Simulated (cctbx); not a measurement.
# What is wrong with this refinement?

Cell a = 4.2420 Å, b = 4.3370 Å, c = 15.8490 Å, α = 90.00°, β = 90.00°, γ = 90.00°; space group Imma (no. 74). The compound is GdTiSn.

The data are simulated with cctbx, not measured: Ag Kα, λ = 0.56087 Å, to d = 0.65 Å, 80 % of the full sphere, strongest reflection 40000 counts, noise from counting, a 1.5 % proportional error and a noise floor of 8 counts (s.d.); no absorption.

An anisotropic refinement with weights 1/σ² prints:

```text
Rint 0.017, 344 unique reflections to 0.65 A
cycle     R1     wR2    GooF  max shift (A)
   1  0.2740  0.5313  33.885   0.00548
   2  0.2695  0.5101  32.539   0.00008
final R1 0.2694 wR2 0.5101 GooF 32.539  parameters 8  data/parameter 43.0
atom        x        y        z      Ueq    occ   su(xyz)  su(Uiso or U11)
Gd1    0.50000  0.25000  0.86803   0.0059  1.000  0.00025  0.0019
Sn1    0.00000  0.75000  0.78672   0.0134  1.000  0.00047  0.0028
difference map: max 114.06 min -13.29 rms 5.44
Q1    0.0000  0.2500  0.0493    4  118.19  2.60 A from Sn1
Q2    0.0000  0.2500  0.6316    4   76.07  0.01 A from Gd1
Q3    0.0000  0.2500  0.2152    4   44.05  0.03 A from Sn1
Q4    0.0000  0.2500  0.9945    4   15.83  2.92 A from Gd1
Q5    0.0000  0.2500  0.1087    4   15.56  1.66 A from Sn1
Q6    0.0000  0.2500  0.8969    4   13.73  2.17 A from Gd1
```

Q: Accept it or mend it, and why?

Mend it. The fault: an atom left out, Ti at (0, 3/4, 0.9504). Against the right model at the same level, R1 goes from 0.0069 to 0.2694 and GooF from 0.94 to 32.54 and the top difference peak, 118.2 e/Å³, lies 2.60 Å from Sn1. Q1 is the missing atom. With scattering power missing, scale and phases suffer, so peaks may also grow on the heavy atoms.

The compound is GdTiSn. The right model at the same level gives:

```text
Rint 0.017, 344 unique reflections to 0.65 A
cycle     R1     wR2    GooF  max shift (A)
   1  0.0242  0.0543   3.484   0.00046
   2  0.0069  0.0146   0.937   0.00000
final R1 0.0069 wR2 0.0146 GooF 0.937  parameters 12  data/parameter 28.7
atom        x        y        z      Ueq    occ   su(xyz)  su(Uiso or U11)
Gd1    0.50000  0.25000  0.86809   0.0111  1.000  0.00001  0.0000
Sn1    0.00000  0.75000  0.78640   0.0210  1.000  0.00001  0.0001
Ti1    0.00000  0.75000  0.95039   0.0129  1.000  0.00003  0.0002
difference map: max 0.38 min -0.45 rms 0.12
Q1    0.0000  0.2500  0.6935    4    0.43  0.98 A from Gd1
Q2    0.1737  0.0693  0.4049   16    0.40  1.67 A from Gd1
Q3    0.2001  0.2500  0.7232    8    0.37  1.68 A from Gd1
Q4    0.2195  0.2500  0.0792    8    0.37  1.04 A from Ti1
Q5    0.1134  0.1339  0.4625   16    0.37  1.73 A from Ti1
Q6    0.1191  0.2500  0.0247    8    0.35  0.64 A from Ti1
```

Isotropic U is held between 0.0001 and 1 Å² by the program, and listed peak heights are interpolated, so they can pass the grid's maximum.

The model is made up (kin elements in a known structure type, no relaxation), so it says nothing on whether the phase exists.

[Middle refinement cycles are left out of these outputs.]

[Logs are printed without paths, hosts, clocks, repeated set-up lines and the standing remarks that a program may print on its own settings, such as how far it seeks lower states.]
